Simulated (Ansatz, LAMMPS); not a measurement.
## Amorphous film on crystalline Si with 5 % C on Si sites, (110) (192 atoms): a reference run and its variants

The cell holds 192 atoms: 182 Si and 10 C. Its edges and angles: a = 10.864 Å, b = 15.364 Å, c = 35.661 Å, α = 90.0°, β = 90.0°, γ = 90.0°. It derives from Si and C (diamond Si). A 2 x 2 x 3 block of diamond Si (a = 5.432 Å), 5 % of Si replaced at random by C with its (110) planes normal to z; the lower 33 % held fixed, the rest melted at 3500 K for 10 ps and cooled to 500 K at 100 K/ps with the Tersoff potential (Tersoff, Phys. Rev. B 39, 5566 (1989)); then all atoms free for 10 ps at 500 K, under 12 Å of vacuum. Regions: crystal, 64 atoms (62 Si and 2 C); amorphous, 128 atoms (120 Si and 8 C). Vacuum lies along c.

Geometry: as built.

Reference run: Kohn-Sham DFT, PBE, PAW (set soft_2), plane waves (Ansatz 0.2.0), cutoff 420 eV, Γ point, gaussian smearing of 0.05 eV.

| Property | Result |
| --- | --- |
| r.m.s. force component | 0.6666 eV/Å |
| spacing of highest filled and lowest empty level | 0.0442 eV |
| SCF cycles | 13 |
| time | 96 s on 8 threads of Arm Neoverse V2, shared host |

**Question.** The same geometry is run again with each of these changes. How far do the results move, and how long does each run take?
- support functions medium
- support functions low
- support functions high
- support functions medium, radius 3.92 Å
- support functions medium, radius 4.24 Å
- support functions medium, radius 4.53 Å

Each row is set against the plane-wave reference (Kohn-Sham DFT, PBE, PAW (set soft_2), plane waves; r.m.s. force component 0.667 eV/Å). Energies are set beside the reference only for runs with its functional, potentials and electron count. Times are for 8 threads of Arm Neoverse V2, shared host. The reference's time includes the DOS, ELF and grids, which some other runs skip.

```csv
run,"Δ force, r.m.s. (meV/Å)",share of r.m.s. force (%),Δ energy (meV/atom),cycles,time,host memory (GiB)
reference,-,-,-,13,96 s,7.9
support functions medium,0.205,0.0308,-0.404,28,2.7 min,6.5
support functions low,0.227,0.0341,-0.404,25,2.5 min,6.3
support functions high,0.118,0.0177,-0.44,38,11 min,14
"support functions medium, radius 3.92 Å",0.257,0.0386,-0.402,28,2.5 min,6.3
"support functions medium, radius 4.24 Å",0.166,0.025,-0.404,28,3 min,6.6
"support functions medium, radius 4.53 Å",0.15,0.0225,-0.404,30,3.6 min,7.1
```

Among numerical settings the force difference runs from 0.12 meV/Å (support functions high) to 0.26 meV/Å (support functions medium, radius 3.92 Å). At 192 atoms the fastest of the runs at a preset level, support functions low, takes roughly 1.6 times the time of plane waves (whose run also made extra analyses), in 25 SCF cycles against 13. Differences between support functions and plane waves include what basis error the plane-wave run still has. As the radius goes from 3.92 to 4.53 Å, the force difference goes from 0.26 to 0.15 meV/Å, and the time from 2.5 min to 3.6 min. The main run has no spin polarisation, so any moments at edges, vacancies or dangling bonds can't form in it.

[Long decimals in the printed logs are rounded to 6 places.]

[Logs are printed without paths, hosts, clocks, repeated set-up lines and the standing remarks that a program may print on its own settings, such as how far it seeks lower states.]

[Hosts, paths, dates, database ids (printed as entryN), source tags and the programs' standing remarks are cut or masked in the printed files.]
